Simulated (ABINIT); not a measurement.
**SiC (P6_3mc): making up for missing bands**

Aim: few bands, with and without a completion of the sum over empty states, for SiC (P6_3mc).

Program: ABINIT 10.8.3. Level of theory: PBE and many-body steps on it, plane waves. Values are calculated unless marked as measured.

### 1. Set-up

Symmetry: P6_3mc, No. 186, hexagonal system. Conventional cell: a = 3.074 Å, b = 3.074 Å, c = 5.045 Å, α = 90.00°, β = 90.00°, γ = 120.00°. Nearest to Si lie 4 C at 1.88 to 1.90 Å. C has 4 Si at 1.88 to 1.90 Å nearest. Farther neighbours, and contacts between anions beyond the nearest, are not listed.

The cell and positions are those that the Materials Project relaxed with its own functionals (PBE, PBE+U or r2SCAN), kept fixed.

### 2. Empty states on the mesh, 6×6×4 mesh, 188 bands

This step: ABINIT 10.8.3; DFT, PBE, plane waves, norm-conserving pseudopotentials.

The sums over transitions need many empty states on a uniform mesh; this step solves for them.

File run.abi:

```
acell 3*1.0 Angstrom
rprim 
  3.073513928196 0.000000000001 0.000000000000
  -1.536756964099 2.661741140703 0.000000000000
  0.000000000000 0.000000000000 5.045247710000
ntypat 2
znucl 14 6
natom 4
typat 1 1 2 2
xred 
  0.333333333333 0.666666666667 0.499602400000
  0.666666666667 0.333333333333 0.999602400000
  0.333333333333 0.666666666667 0.875397600000
  0.666666666667 0.333333333333 0.375397600000
pp_dirpath "pseudos"
pseudos "Si.upf, C.upf"
ecut 37
ngkpt 6 6 4
nshiftk 1
shiftk 0 0 0
kptopt 1
chksymbreak 0
irdden 1
istwfk *1
nband 188
prtvol 0
optdriver 6
gwr_task "HDIAGO"
paral_kgb 0
occopt 1
indata_prefix "in"
outdata_prefix "out"
tmpdata_prefix "tmp"
```

The run is started by

```
$ OMP_NUM_THREADS=1 mpirun -n 4 abinit run.abi > log
```

Standard output:

```text
.Version 10.8.3 of ABINIT. v10.8.2 released Aug 2026.

 Symmetries : space group P6_3 m c (#186); Bravais hP (primitive hexag.)
[... echo of the input left out ...]
== DATASET  1 ==================================================================
-   mpi_nproc: 4, omp_nthreads: 1 (-1 if OMP is not activated)

--- !DatasetInfo
iteration_state: {dtset: 1, }
dimensions: {natom: 4, nkpt: 21, mband: 188, nsppol: 1, nspinor: 1, nspden: 1, mpw: 3015, }
cutoff_energies: {ecut:  37.0, pawecutdg:  -1.0, }
[...]
Indirect band gap semiconductor
 Fundamental gap:     2.275 (eV)
   VBM:     7.012 (eV) at k: [ 0.0000E+00,  0.0000E+00,  0.0000E+00]
   CBM:     9.287 (eV) at k: [ 3.3333E-01,  3.3333E-01,  0.0000E+00]
 Direct gap:         3.985 (eV) at k: [ 5.0000E-01,  0.0000E+00,  0.0000E+00]

== END DATASET(S) ==============================================================
================================================================================

 -outvars: echo values of variables after computation  --------
           etotal      0.0000000000E+00
            nband         188
             nkpt          21
          spgroup         186
 [... the other variables as echoed above ...]

 Calculation completed.
```

Elapsed: 1.9 min, on 4 MPI ranks of Arm Neoverse V1, shared host; peak memory 2.2 GiB; 7.6 min of CPU time.

This step gave:

```
gap                                                           : 2.275 eV
k of the valence top                                          : 0, 0, 0
k of the conduction bottom                                    : 0.3333, 0.3333, 0
least direct gap                                              : 3.985 eV
k points computed                                             : 21
lowest point of the top converged band, above the valence top : 131.3251 eV
```

On this mesh the gap is 2.275 eV.

The density comes from a self-consistent run that is not shown.

### 3. Screening, 6×6×4 mesh, 180 bands, screening to 228.6 eV

The RPA dielectric matrix is built and inverted for each q.

This step: RPA screening on PBE, plane waves, norm-conserving pseudopotentials.

run.abi, as its differences from that of step 2:

```diff
@@ -22,10 +22,11 @@
 chksymbreak 0
-irdden 1
 istwfk *1
-nband 188
-prtvol 0
-optdriver 6
-gwr_task "HDIAGO"
-paral_kgb 0
 occopt 1
+irdwfk 1
+optdriver 3
+nband 180
+ecuteps 8.4
+inclvkb 2
+awtr 1
+symchi 1
 indata_prefix "in"
```

Standard output:

```text
.Version 10.8.3 of ABINIT. v10.8.2 released Aug 2026.

 Symmetries : space group P6_3 m c (#186); Bravais hP (primitive hexag.)
[... echo of the input left out ...]
== DATASET  1 ==================================================================
-   mpi_nproc: 4, omp_nthreads: 1 (-1 if OMP is not activated)

--- !DatasetInfo
iteration_state: {dtset: 1, }
dimensions: {natom: 4, nkpt: 21, mband: 180, nsppol: 1, nspinor: 1, nspden: 1, mpw: 3015, }
cutoff_energies: {ecut:  37.0, pawecutdg:  -1.0, }
electrons: {nelect:   1.60000000E+01, charge:   0.00000000E+00, occopt:   1.00000000E+00, tsmear:   1.00000000E-02, }

 SCREENING: Calculation of the susceptibility and dielectric matrices

 Based on a program developped by R.W. Godby, V. Olevano, G. Onida, and L. Reining.
 Incorporated in ABINIT by V. Olevano, G.-M. Rignanese, and M. Torrent.
.Using double precision arithmetic ; gwpc =  8

[... cell and pseudopotentials left out ...]
--------------------------------------------------------------------------------

 ==== K-mesh for the wavefunctions ====
 Number of points in the irreducible wedge :    21
[... list of points left out ...]
 Together with 12 symmetry operations and time-reversal symmetry
 yields   144 points in the full Brillouin Zone.

 ==== Q-mesh for the screening function ====
 Number of points in the irreducible wedge :    21
[... list of points left out ...]
 Together with 12 symmetry operations and time-reversal symmetry
 yields   144 points in the full Brillouin Zone.

 setmesh: FFT mesh size selected  =    24x   24x   40
          total number of points  =        23040

 vcoul_init : cutoff-mode = AUXILIARY_FUNCTION
 q-points for optical limit:   1
     1)      0.000010    0.000020    0.000030

- screening: taking advantage of time-reversal symmetry
- Maximum band index for partially occupied states nbvw = 8
- Remaining bands to be divided among processors   nbcw = 172
- Number of bands treated by each node ~43

 Number of electrons calculated from density =   16.0000; Expected =   16.0000
 average of density, n =  0.057443
 r_s =    1.6078
 omega_plasma =   23.1193 [eV]

 calculating chi0 at frequencies [eV] :
  1    0.000000E+00    0.000000E+00
  2    0.000000E+00    2.311935E+01

--------------------------------------------------------------------------------
  q-point number  1        q = ( 0.000000, 0.000000, 0.000000) [r.l.u.]
--------------------------------------------------------------------------------
[... chi0 elements left out ...]
 For q-point:  0.000010 0.000020 0.000030
  dielectric constant =   6.8547
  dielectric constant without local fields =   7.5085

  Average fulfillment of the sum rule on Im[epsilon] for q-point    1 :     91.91  [%]
[... wings left out ...]
  q-point number  2        q = ( 0.166667, 0.000000, 0.000000) [r.l.u.]
--------------------------------------------------------------------------------
[... chi0 elements left out ...]
  Average fulfillment of the sum rule on Im[epsilon] for q-point    2 :     95.04  [%]

 [... 19 further q-points ...]
```

Elapsed: 5 min, on 4 MPI ranks; peak memory 2.1 GiB.

Read from the output:

```
ε∞ with local fields, on this mesh    : 6.855
ε∞ without local fields, on this mesh : 7.508
plasma frequency                      : 23.12 eV
plane waves in the screening matrix   : 313
```

Local fields lower ε∞ by 9 %.

### 4. 180 bands

The self-energy is evaluated for the states that the input lists, and the quasiparticle equation is solved.

This step: G0W0 on PBE, plane waves, norm-conserving pseudopotentials.

run.abi, as its differences from that of step 3:

```diff
@@ -25,8 +25,19 @@
 irdwfk 1
-optdriver 3
+optdriver 4
 nband 180
+gwcalctyp 0
+ecutsigx 37
+symsigma 1
+nkptgw 3
+kptgw 
+  0.0000000000 0.0000000000 0.0000000000
+  0.3333333333 0.3333333333 0.0000000000
+  0.5000000000 0.0000000000 0.0000000000
+bdgw 
+  7 10
+  6 10
+  7 10
 ecuteps 8.4
-inclvkb 2
-awtr 1
-symchi 1
+irdscr 1
+ppmodel 1
 indata_prefix "in"
```

Standard output:

```text
.Version 10.8.3 of ABINIT. v10.8.2 released Aug 2026.

 Symmetries : space group P6_3 m c (#186); Bravais hP (primitive hexag.)
[... echo of the input left out ...]
== DATASET  1 ==================================================================
-   mpi_nproc: 4, omp_nthreads: 1 (-1 if OMP is not activated)

--- !DatasetInfo
iteration_state: {dtset: 1, }
dimensions: {natom: 4, nkpt: 21, mband: 180, nsppol: 1, nspinor: 1, nspden: 1, mpw: 3015, }
cutoff_energies: {ecut:  37.0, pawecutdg:  -1.0, }
electrons: {nelect:   1.60000000E+01, charge:   0.00000000E+00, occopt:   1.00000000E+00, tsmear:   1.00000000E-02, }

 SIGMA: Calculation of the GW corrections

 Based on a program developped by R.W. Godby, V. Olevano, G. Onida, and L. Reining.
 Incorporated in ABINIT by V. Olevano, G.-M. Rignanese, and M. Torrent.
.Using double precision arithmetic ; gwpc =  8

[... cell and pseudopotentials left out ...]
--------------------------------------------------------------------------------

 ==== K-mesh for the wavefunctions ====
 Number of points in the irreducible wedge :    21
[... list of points left out ...]
 Together with 12 symmetry operations and time-reversal symmetry
 yields   144 points in the full Brillouin Zone.

 ==== Q-mesh for screening function ====
 Number of points in the irreducible wedge :    21
[... list of points left out ...]
 Together with 12 symmetry operations and time-reversal symmetry
 yields   144 points in the full Brillouin Zone.

 vcoul_init : cutoff-mode = AUXILIARY_FUNCTION
 q-points for optical limit:   1
     1)      0.000010    0.000020    0.000030
 setmesh: FFT mesh size selected  =    27x   27x   54
          total number of points  =        39366

 Number of electrons calculated from density =   16.0000; Expected =   16.0000
 average of density, n =  0.057443
 r_s =    1.6078
 omega_plasma =   23.1193 [eV]

 === KS Band Gaps ===
  >>>> For spin  1
   Minimum direct gap =   3.9851 [eV], located at k-point      :   0.5000  0.0000  0.0000
   Fundamental gap    =   2.2753 [eV], Top of valence bands at :   0.0000  0.0000  0.0000
                                       Bottom of conduction at :   0.3333  0.3333  0.0000
 SIGMA fundamental parameters:
 PLASMON POLE MODEL  1
 number of plane-waves for SigmaX                 2973
 number of plane-waves for SigmaC and W            313
 number of plane-waves for wavefunctions          2973
 number of bands                                   180
 number of independent spin polarizations            1
 number of spinorial components                      1
 number of k-points in IBZ                          21
 number of q-points in IBZ                          21
 number of symmetry operations                      12
 number of k-points in BZ                          144
 number of q-points in BZ                          144
 number of frequencies for dSigma/dE                 9
 frequency step for dSigma/dE [eV]                0.25
 number of omega for Sigma on real axis              0
 max omega for Sigma on real axis  [eV]           0.00
 zcut for avoiding poles [eV]                     0.10

 EPSILON^-1 parameters (SCR file):
 dimension of the eps^-1 matrix on file            313
 dimension of the eps^-1 matrix used               313
 number of plane-waves for wavefunctions          2973
 number of bands                                   180
 number of q-points in IBZ                          21
 number of frequencies                               2
 number of real frequencies                          1
 number of imag frequencies                          1

 matrix elements of self-energy operator (all in [eV])

 Perturbative Calculation

--- !SelfEnergy_ee
iteration_state: {dtset: 1, }
kpoint     : [   0.000,    0.000,    0.000, ]
spin       : 1
KS_gap     :    4.820
QP_gap     :    5.706
Delta_QP_KS:    0.886
data: !SigmaeeData |
     Band     E0 <VxcDFT>   SigX SigC(E0)      Z dSigC/dE  Sig(E)    E-E0       E
        7   7.012 -15.027 -17.600   1.905   0.792  -0.262 -15.556  -0.529   6.483
        8   7.012 -15.027 -17.600   1.905   0.792  -0.262 -15.556  -0.529   6.483
        9  11.832 -12.163  -6.994  -4.727   0.806  -0.240 -11.806   0.357  12.189
       10  13.231 -12.779  -7.194  -5.174   0.793  -0.261 -12.453   0.326  13.557

--- !SelfEnergy_ee
iteration_state: {dtset: 1, }
kpoint     : [   0.333,    0.333,    0.000, ]
spin       : 1
KS_gap     :    6.117
QP_gap     :    7.179
Delta_QP_KS:    1.062
data: !SigmaeeData |
     Band     E0 <VxcDFT>   SigX SigC(E0)      Z dSigC/dE  Sig(E)    E-E0       E
        6   2.959 -13.062 -17.039   2.850   0.781  -0.281 -13.942  -0.880   2.078
        7   2.959 -13.062 -17.039   2.850   0.781  -0.281 -13.942  -0.880   2.078
[...]
--- !SelfEnergy_ee
iteration_state: {dtset: 1, }
kpoint     : [   0.500,    0.000,    0.000, ]
spin       : 1
KS_gap     :    3.985
QP_gap     :    4.901
Delta_QP_KS:    0.916
data: !SigmaeeData |
     Band     E0 <VxcDFT>   SigX SigC(E0)      Z dSigC/dE  Sig(E)    E-E0       E
[...]
8   5.813 -14.520 -17.600   2.215   0.789  -0.267 -15.202  -0.683   5.130
        9   9.798 -10.579  -6.048  -4.246   0.821  -0.218 -10.345   0.234  10.032
       10  11.240 -11.760  -6.959  -4.342   0.809  -0.236 -11.389   0.371  11.611

== END DATASET(S) ==============================================================
================================================================================

 -outvars: echo values of variables after computation  --------
           etotal      0.0000000000E+00
            nband         180
             nkpt          21
          spgroup         186
 [... the other variables as echoed above ...]

 Calculation completed.
```

The job ended after 85 s (4 MPI ranks; peak memory 2.3 GiB).

This step gave:

* G0W0 gap on the mesh: 2.981 eV
* starting gap on the mesh: 2.275 eV
* k of the valence top: 0, 0, 0
* k of the conduction bottom: 0.3333, 0.3333, 0
* Z at the valence top: 0.792
* Z at the conduction bottom: 0.824
* least direct G0W0 gap on the computed points: 4.902 eV

The gap on the mesh goes from 2.28 eV to 2.98 eV, a correction of +0.71 eV.

### 5. Screening, 6×6×4 mesh, 23 bands, screening to 228.6 eV

This step: RPA screening on PBE, plane waves, norm-conserving pseudopotentials.

run.abi, as its differences from that of step 4:

```diff
@@ -25,19 +25,8 @@
 irdwfk 1
-optdriver 4
-nband 180
-gwcalctyp 0
-ecutsigx 37
-symsigma 1
-nkptgw 3
-kptgw 
-  0.0000000000 0.0000000000 0.0000000000
-  0.3333333333 0.3333333333 0.0000000000
-  0.5000000000 0.0000000000 0.0000000000
-bdgw 
-  7 10
-  6 10
-  7 10
+optdriver 3
+nband 23
 ecuteps 8.4
-irdscr 1
-ppmodel 1
+inclvkb 2
+awtr 1
+symchi 1
 indata_prefix "in"
```

Standard output:

```text
.Version 10.8.3 of ABINIT. v10.8.2 released Aug 2026.

 Symmetries : space group P6_3 m c (#186); Bravais hP (primitive hexag.)
[... echo of the input left out ...]
== DATASET  1 ==================================================================
-   mpi_nproc: 4, omp_nthreads: 1 (-1 if OMP is not activated)

--- !DatasetInfo
iteration_state: {dtset: 1, }
dimensions: {natom: 4, nkpt: 21, mband: 23, nsppol: 1, nspinor: 1, nspden: 1, mpw: 3015, }
cutoff_energies: {ecut:  37.0, pawecutdg:  -1.0, }
electrons: {nelect:   1.60000000E+01, charge:   0.00000000E+00, occopt:   1.00000000E+00, tsmear:   1.00000000E-02, }

 SCREENING: Calculation of the susceptibility and dielectric matrices

 Based on a program developped by R.W. Godby, V. Olevano, G. Onida, and L. Reining.
 Incorporated in ABINIT by V. Olevano, G.-M. Rignanese, and M. Torrent.
.Using double precision arithmetic ; gwpc =  8

[... cell and pseudopotentials left out ...]
--------------------------------------------------------------------------------

 ==== K-mesh for the wavefunctions ====
 Number of points in the irreducible wedge :    21
[... list of points left out ...]
 Together with 12 symmetry operations and time-reversal symmetry
 yields   144 points in the full Brillouin Zone.

 ==== Q-mesh for the screening function ====
 Number of points in the irreducible wedge :    21
[... list of points left out ...]
 Together with 12 symmetry operations and time-reversal symmetry
 yields   144 points in the full Brillouin Zone.

 setmesh: FFT mesh size selected  =    24x   24x   40
          total number of points  =        23040

 vcoul_init : cutoff-mode = AUXILIARY_FUNCTION
 q-points for optical limit:   1
     1)      0.000010    0.000020    0.000030

- screening: taking advantage of time-reversal symmetry
- Maximum band index for partially occupied states nbvw = 8
- Remaining bands to be divided among processors   nbcw = 15
- Number of bands treated by each node ~3

 Number of electrons calculated from density =   16.0000; Expected =   16.0000
 average of density, n =  0.057443
 r_s =    1.6078
 omega_plasma =   23.1193 [eV]

 calculating chi0 at frequencies [eV] :
  1    0.000000E+00    0.000000E+00
  2    0.000000E+00    2.311935E+01

--------------------------------------------------------------------------------
  q-point number  1        q = ( 0.000000, 0.000000, 0.000000) [r.l.u.]
--------------------------------------------------------------------------------
[... chi0 elements left out ...]
 For q-point:  0.000010 0.000020 0.000030
  dielectric constant =   6.8164
  dielectric constant without local fields =   7.4584

  Average fulfillment of the sum rule on Im[epsilon] for q-point    1 :     37.43  [%]
[... wings left out ...]
  q-point number  2        q = ( 0.166667, 0.000000, 0.000000) [r.l.u.]
--------------------------------------------------------------------------------
[... chi0 elements left out ...]
  Average fulfillment of the sum rule on Im[epsilon] for q-point    2 :     67.85  [%]

 [... 19 further q-points ...]
```

It took 32 s on 4 MPI ranks; peak memory 0.75 GiB.

Numbers from this step:

```yaml
eps_infinity_with_local_fields_on_this_mesh: 6.816
eps_infinity_without_local_fields_on_this_mesh: 7.458
plasma_frequency: 23.12 eV
plane_waves_in_the_screening_matrix: 313
```

(Part 1 of 2 ends here.)

[Long decimals in the printed logs are rounded to 6 places.]

[Logs are printed without paths, hosts, clocks, repeated set-up lines and the standing remarks that a program may print on its own settings, such as how far it seeks lower states.]

[Paths, hosts, dates, memory and timing lines, banners, echoed tables and standing remarks are left out of the program output; an Ansatz launch command may be rebuilt from the run's recorded settings. Measured values are a selection of at most five: reports struck by readers or far from the other reports are left out. None is set beside runs whose start may be inverted or whose files or cutoffs have a known fault.]

[Runs of the session that timed out or met a known fault of the program may be left out.]

[Hosts, paths, dates, database ids (printed as entryN), source tags and the programs' standing remarks are cut or masked in the printed files.]

[G0W0 gaps are taken among the corrected bands and points alone; a level outside them can change the order at an edge.]

[Where Ansatz stands beside ABINIT at settings called matched, ABINIT's density can come from a denser mesh and the files from another edition; pairs whose starting gaps differed by over 0.03 eV were left out, so agreement reads better than it is.]
